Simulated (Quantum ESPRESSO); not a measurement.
# Work-function anisotropy of Rh, part 2 of 6

Wanted: work functions of Rh face by face, under two functionals.

Quantum ESPRESSO 7.5; plane-wave DFT, PBE, PseudoDojo norm-conserving pseudopotentials.

So far. Step 2 (Relaxation with pw.x of (111), PBE):  On the free atoms the largest force ends at 0.019 eV/Å.

## Step 3: Self-consistent run of (111), PBE

Both faces of the slab are alike, so a plain periodic cell serves and symmetry is kept.

Level of this step: plane-wave DFT, PBE, PseudoDojo norm-conserving pseudopotentials (Quantum ESPRESSO 7.5).

The input, 111.pbe.in:

```
&control
  prefix = '111.pbe'
  outdir = './out'
  pseudo_dir = './pseudo'
  calculation = 'scf'
  tprnfor = .true.
/
&system
  ibrav = 0
  nat = 5
  ntyp = 1
  ecutwfc = 80
  ecutrho = 320
  occupations = 'smearing'
  smearing = 'mv'
  degauss = 0.02
/
&electrons
  conv_thr = 1e-07
  mixing_beta = 0.4
  electron_maxstep = 120
  mixing_mode = 'local-TF'
/
ATOMIC_SPECIES
  Rh  102.9055  Rh.dojo-sr-pbe-0.4.1-standard.upf
CELL_PARAMETERS angstrom
  2.68700576850888 0.00000000000000 0.00000000000000
  1.34350288425444 2.32701525564402 0.00000000000000
  0.00000000000000 0.00000000000000 24.77572409168231
ATOMIC_POSITIONS crystal
  Rh  0.666666666700 0.666666666700 0.322437062400
  Rh  0.000000000000 0.000000000000 0.410562334200
  Rh  0.333333333300 0.333333333300 0.500000000000
  Rh  0.666666666700 0.666666666700 0.589437665800
  Rh  0.000000000000 0.000000000000 0.677562937600
K_POINTS automatic
  12 12 1 0 0 0
```

Launch:

```
OMP_NUM_THREADS=1 mpirun -n 4 pw.x -nk 4 -in 111.pbe.in > 111.pbe.out
```

The log of the run:

```text
[banner, memory and clock lines left out]
Program PWSCF v.7.5 starts
[citation notice left out]

[...]
Message from routine setup:
[...]
bravais-lattice index     =            0
     lattice parameter (alat)  =       5.0777  a.u.
     unit-cell volume          =    1045.4200 (a.u.)^3
     number of atoms/cell      =            5
     number of atomic types    =            1
     number of electrons       =        85.00
     number of Kohn-Sham states=           52
     kinetic-energy cutoff     =      80.0000  Ry
     charge density cutoff     =     320.0000  Ry
     scf convergence threshold =      1.0E-07
     mixing beta               =       0.4000
     number of iterations used =            8  local-TF  mixing
     Exchange-correlation= PBE
                           (   1   4   3   4   0   0   0)

[...]
PseudoPot. # 1 for Rh read from file:
     ./pseudo/Rh.dojo-sr-pbe-0.4.1-standard.upf
     Pseudo is Norm-conserving + core correction, Zval = 17.0
     Generated using ONCVPSP code by D. R. Hamann
     Using radial grid of 1568 points,  6 beta functions with:
                l(1) =   0
                l(2) =   0
                l(3) =   1
                l(4) =   1
                l(5) =   2
                l(6) =   2

     atomic species   valence    mass     pseudopotential
     Rh               17.00   102.90550     Rh( 1.00)

     12 Sym. Ops., with inversion, found ( 6 have fractional translation)

[...]
number of k points=    19  Marzari-Vanderbilt smearing, width (Ry)=  0.0200
[...]
Dense  grid:   101157 G-vectors     FFT dimensions: (  30,  30, 270)

     Initial potential from superposition of free atoms

     starting charge      84.9968, renormalised to      85.0000

     negative rho (up, down):  7.302E-05 0.000E+00
     Starting wfcs are   50 randomized atomic wfcs +    2 random wfcs

     per-process dynamical memory:   123.2 Mb

     Self-consistent Calculation

     iteration #  1     ecut=    80.00 Ry     beta= 0.40
     Davidson diagonalization with overlap
     ethr =  1.00E-02,  avg # of iterations =  5.6

     Threshold (ethr) on eigenvalues was too large:
     Diagonalizing with lowered threshold

     Davidson diagonalization with overlap
     ethr =  6.66E-04,  avg # of iterations =  1.5

     negative rho (up, down):  2.817E-08 0.000E+00

     total energy              =   -1172.80180613 Ry
     estimated scf accuracy    <       0.59470093 Ry

     iteration #  2     ecut=    80.00 Ry     beta= 0.40
[...]
total energy              =   -1172.73553433 Ry
     estimated scf accuracy    <       0.20824456 Ry

     iteration #  3     ecut=    80.00 Ry     beta= 0.40
[...]
total energy              =   -1172.77059244 Ry
     estimated scf accuracy    <       0.05477162 Ry

     iteration #  4     ecut=    80.00 Ry     beta= 0.40
[...]
total energy              =   -1172.76749109 Ry
     estimated scf accuracy    <       0.02832692 Ry

     iteration #  5     ecut=    80.00 Ry     beta= 0.40
[...]
total energy              =   -1172.76839109 Ry
     estimated scf accuracy    <       0.00655620 Ry

     iteration #  6     ecut=    80.00 Ry     beta= 0.40
[...]
total energy              =   -1172.76836685 Ry
     estimated scf accuracy    <       0.00161784 Ry

[...]
iteration # 11     ecut=    80.00 Ry     beta= 0.40
[...]
negative rho (up, down):  4.923E-04 0.000E+00

[...]
total energy              =   -1172.76803201 Ry
     estimated scf accuracy    <       0.00002054 Ry

     iteration # 12     ecut=    80.00 Ry     beta= 0.40
[...]
negative rho (up, down):  1.394E-04 0.000E+00

[...]
total energy              =   -1172.76803416 Ry
     estimated scf accuracy    <       0.00000384 Ry

     iteration # 13     ecut=    80.00 Ry     beta= 0.40
[...]
negative rho (up, down):  2.141E-05 0.000E+00

[...]
total energy              =   -1172.76803603 Ry
     estimated scf accuracy    <       0.00000067 Ry

     iteration # 14     ecut=    80.00 Ry     beta= 0.40
[...]
End of self-consistent calculation

          k = 0.0000 0.0000 0.0000 ( 12667 PWs)   bands (ev):

   -71.7014 -71.6776 -71.6206 -71.2340 -71.2340 -39.8187 -39.6138 -39.3514
   -39.2660 -39.2660 -39.2489 -39.2489 -39.1857 -39.1857 -38.9413 -38.9304
   -38.8644 -38.8644 -38.8644 -38.8644  -0.3828   0.4786   1.1577   1.4875
     1.5304   3.9766   4.0783   4.1620   4.1620   4.3059   4.3059   4.3612
     4.3612   4.5193   4.7338   4.7338   4.7792   4.7792   5.7317   6.2031
     6.2031   6.3082   6.3082   6.7460   6.7460   7.3559   7.3559   7.5424
     7.6823   7.6823   8.1844  12.0583

          k = 0.0000 0.0962 0.0000 ( 12647 PWs)   bands (ev):

   -71.6952 -71.6724 -71.6166 -71.2291 -71.2291 -39.8061 -39.6096 -39.3663
   -39.3030 -39.2769 -39.2739 -39.2582 -39.2239 -39.1933 -38.9374 -38.9298
   -38.9010 -38.9000 -38.8733 -38.8733  -0.1414   0.7115   1.3687   1.7131
     1.7443   3.7980   3.8682   4.0133   4.2429   4.3196   4.3358   4.4320
     4.4392   4.5410   4.6773   4.7634   4.8808   4.9539   5.2743   5.9995
     6.0205   6.3498   6.3522   6.5237   6.7330   6.7559   7.3625   7.3997
     7.6968   8.5970   9.4070  12.2548

[...]
the Fermi energy is     7.1886 ev

!    total energy              =   -1172.76803670 Ry
     estimated scf accuracy    <       0.00000008 Ry
     smearing contrib. (-TS)   =       0.00049153 Ry
     internal energy E=F+TS    =   -1172.76852823 Ry

     The total energy is F=E-TS. E is the sum of the following terms:
     one-electron contribution =  -10260.28164167 Ry
     hartree contribution      =    5145.97840909 Ry
     xc contribution           =    -189.04155136 Ry
     ewald contribution        =    4130.57625571 Ry

     convergence has been achieved in  14 iterations

     Forces acting on atoms (cartesian axes, Ry/au):

     atom    1 type  1   force =     0.00000000    0.00000000   -0.00055482
     atom    2 type  1   force =     0.00000000    0.00000000    0.00033264
     atom    3 type  1   force =    -0.00000000    0.00000000    0.00000000
     atom    4 type  1   force =     0.00000000    0.00000000   -0.00033264
     atom    5 type  1   force =     0.00000000   -0.00000000    0.00055482

     Total force =     0.000915     Total SCF correction =     0.001786
     SCF correction compared to forces is large: reduce conv_thr to get better values

[...]
```

Elapsed: 74 s, on 4 MPI ranks of Arm Neoverse V2, shared host; peak memory 0.8 GiB; 4.9 min of CPU time.

Numbers from this step:

| Property | Result |
| --- | --- |
| free energy | -15956.3220 eV |
| Fermi energy | 7.189 eV |

## Step 4: Potential by pp.x of (111)

plot_num = 11 writes the bare and Hartree potential. It leaves out exchange and correlation, which fade slowly, so it flattens close to the surface.

The input, 111.pbe.pot.in:

```
&inputpp
  prefix = '111.pbe'
  outdir = './out'
  filplot = '111.pbe.pot.dat'
  plot_num = 11
/
```

Launch:

```
OMP_NUM_THREADS=1 mpirun -n 4 pp.x -in 111.pbe.pot.in > 111.pbe.pot.out
```

The log of the run:

```text
[banner, memory and clock lines left out]
Program POST-PROC v.7.5 starts

          URL

     ./out/111.pbe.save/

     IMPORTANT: XC functional enforced from input :
     Exchange-correlation= PBE
                           (   1   4   3   4   0   0   0)
     Any further DFT definition will be discarded
     Please, verify this is what you really want

     Calling punch_plot, plot_num =  11
     Writing data to file  111.pbe.pot.dat
     Message from routine chdens:
     namelist plot not found or invalid, exiting
```

It took 0.7 s on 4 MPI ranks; peak memory 0.09 GiB.

This step gave:

```
work function of the upper face                                       : 5.164 eV
slope of the potential above                                          : 1.55e-4 eV/Å
upper vacuum line continued to the top atoms, over the Fermi level    : 5.164 eV
work function of the lower face                                       : 5.164 eV
slope of the potential below                                          : -1.14e-4 eV/Å
lower vacuum line continued to the bottom atoms, over the Fermi level : 5.164 eV
```

Electrostatic potential energy of an electron; zero at the Fermi level. Table of potential energy, planar mean by z:

z (Å), potential energy, planar mean (eV) and a bar from the least value:
```
      0.0        5.2 ##############################
      0.5        5.2 ##############################
      1.0        5.2 ##############################
      1.5        5.2 ##############################
      2.0        5.2 ##############################
      2.5        5.2 ##############################
      3.0        5.2 ##############################
      3.5        5.2 ##############################
      4.0        5.2 ##############################
      4.5        5.2 ##############################
      5.0        5.1 ##############################
      5.5        5.1 ##############################
      6.0        4.8 ##############################
      6.5        4.0 #############################
      7.0        0.5 ###########################
      7.5      -15.1 #################
      8.0      -39.9 
      8.5      -13.9 #################
      9.0       -0.9 ##########################
      9.5       -7.0 ######################
     10.0      -35.9 ###
     10.5      -26.2 #########
     11.0       -3.0 #########################
     11.5       -2.1 #########################
     12.0      -22.1 ############
     12.5      -38.2 #
     13.0       -9.2 ####################
     13.5       -0.6 ##########################
     14.0       -9.6 ####################
     14.5      -38.6 #
     15.0      -21.6 ############
     15.5       -2.0 #########################
     16.0       -3.6 ########################
     16.5      -28.8 #######
     17.0      -33.3 ####
     17.5       -5.0 #######################
     18.0        2.6 ############################
     18.5        4.5 ##############################
     19.0        5.0 ##############################
     19.5        5.1 ##############################
     20.0        5.2 ##############################
     20.5        5.2 ##############################
     21.0        5.2 ##############################
     21.5        5.2 ##############################
     22.0        5.2 ##############################
     22.5        5.2 ##############################
     23.0        5.2 ##############################
     23.5        5.2 ##############################
     24.0        5.2 ##############################
     24.5        5.2 ##############################
```

## Step 5: Ground state of (111), PBEsol

The same atoms under a second functional.

Level of this step: plane-wave DFT, PBEsol, PseudoDojo norm-conserving pseudopotentials (Quantum ESPRESSO 7.5).

111.pbesol.in is the input of step 3 with these lines changed:

```diff
@@ -1,3 +1,3 @@
 &control
-  prefix = '111.pbe'
+  prefix = '111.pbesol'
   outdir = './out'
@@ -24,3 +24,3 @@
 ATOMIC_SPECIES
-  Rh  102.9055  Rh.dojo-sr-pbe-0.4.1-standard.upf
+  Rh  102.9055  Rh.dojo-sr-pbesol-0.4.1-standard.upf
 CELL_PARAMETERS angstrom
```

Launch:

```
OMP_NUM_THREADS=1 mpirun -n 4 pw.x -nk 4 -in 111.pbesol.in > 111.pbesol.out
```

The log of the run:

```text
[banner, memory and clock lines left out]
Program PWSCF v.7.5 starts
[...]
Message from routine setup:
[...]
number of electrons       =        85.00
     number of Kohn-Sham states=           52
     kinetic-energy cutoff     =      80.0000  Ry
     charge density cutoff     =     320.0000  Ry
[...]
number of k points=    19  Marzari-Vanderbilt smearing, width (Ry)=  0.0200
[...]
Dense  grid:   101157 G-vectors     FFT dimensions: (  30,  30, 270)
[...]
negative rho (up, down):  7.340E-05 0.000E+00
     Starting wfcs are   50 randomized atomic wfcs +    2 random wfcs
[...]
negative rho (up, down):  4.083E-08 0.000E+00
[...]
estimated scf accuracy    <       0.63727246 Ry
[...]
estimated scf accuracy    <       0.22173788 Ry
[...]
estimated scf accuracy    <       0.03537470 Ry
[...]
estimated scf accuracy    <       0.01627532 Ry
[...]
estimated scf accuracy    <       0.00573232 Ry
[...]
estimated scf accuracy    <       0.00133785 Ry
[...]
estimated scf accuracy    <       0.00106950 Ry
[...]
estimated scf accuracy    <       0.00033724 Ry
[...]
negative rho (up, down):  3.329E-04 0.000E+00
[...]
estimated scf accuracy    <       0.00023259 Ry
[...]
negative rho (up, down):  7.245E-04 0.000E+00
[...]
estimated scf accuracy    <       0.00006195 Ry
[...]
negative rho (up, down):  4.762E-04 0.000E+00
[...]
estimated scf accuracy    <       0.00002530 Ry
[...]
negative rho (up, down):  1.772E-04 0.000E+00
[...]
estimated scf accuracy    <       0.00000430 Ry
[...]
negative rho (up, down):  1.563E-05 0.000E+00
[...]
estimated scf accuracy    <       0.00000067 Ry
[...]
the Fermi energy is     7.0458 ev
!    total energy              =   -1172.00860451 Ry
     estimated scf accuracy    <       0.00000007 Ry
     smearing contrib. (-TS)   =       0.00058737 Ry
     internal energy E=F+TS    =   -1172.00919188 Ry
[...]
one-electron contribution =  -10260.09056740 Ry
     hartree contribution      =    5145.29800543 Ry
     xc contribution           =    -187.79288562 Ry
     ewald contribution        =    4130.57625571 Ry
     convergence has been achieved in  14 iterations
[...]
Total force =     0.023171     Total SCF correction =     0.001499
[...]
```

Run time: 75 s. Hardware: 4 MPI ranks; peak memory 0.8 GiB.

Numbers from this step:

```
free energy  : -15945.9894 eV
Fermi energy : 7.046 eV
```

## Step 6: Potential by pp.x of (111)

The input, 111.pbesol.pot.in:

```
&inputpp
  prefix = '111.pbesol'
  outdir = './out'
  filplot = '111.pbesol.pot.dat'
  plot_num = 11
/
```

Launch:

```
OMP_NUM_THREADS=1 mpirun -n 4 pp.x -in 111.pbesol.pot.in > 111.pbesol.pot.out
```

Run time: 0.7 s. Hardware: 4 MPI ranks; peak memory 0.11 GiB.

Numbers from this step:

```
work function of the upper face                                       : 5.302 eV
slope of the potential above                                          : 1.30e-4 eV/Å
upper vacuum line continued to the top atoms, over the Fermi level    : 5.301 eV
work function of the lower face                                       : 5.302 eV
slope of the potential below                                          : -9.57e-5 eV/Å
lower vacuum line continued to the bottom atoms, over the Fermi level : 5.302 eV
```

On (111) the work function under PBEsol lies +0.14 eV from PBE's.

(Continued in part 3 of 6.)

[Logs are printed without paths, hosts, clocks, repeated set-up lines and the standing remarks that a program may print on its own settings, such as how far it seeks lower states.]

[Hosts, paths, dates, database ids (printed as entryN), source tags and the programs' standing remarks are cut or masked in the printed files.]

[Maps of the electrostatic potential energy from Ansatz leave out the sawtooth potential of an applied field or a dipole correction, so their vacuum need not be flat; planar profiles and work functions include it.]
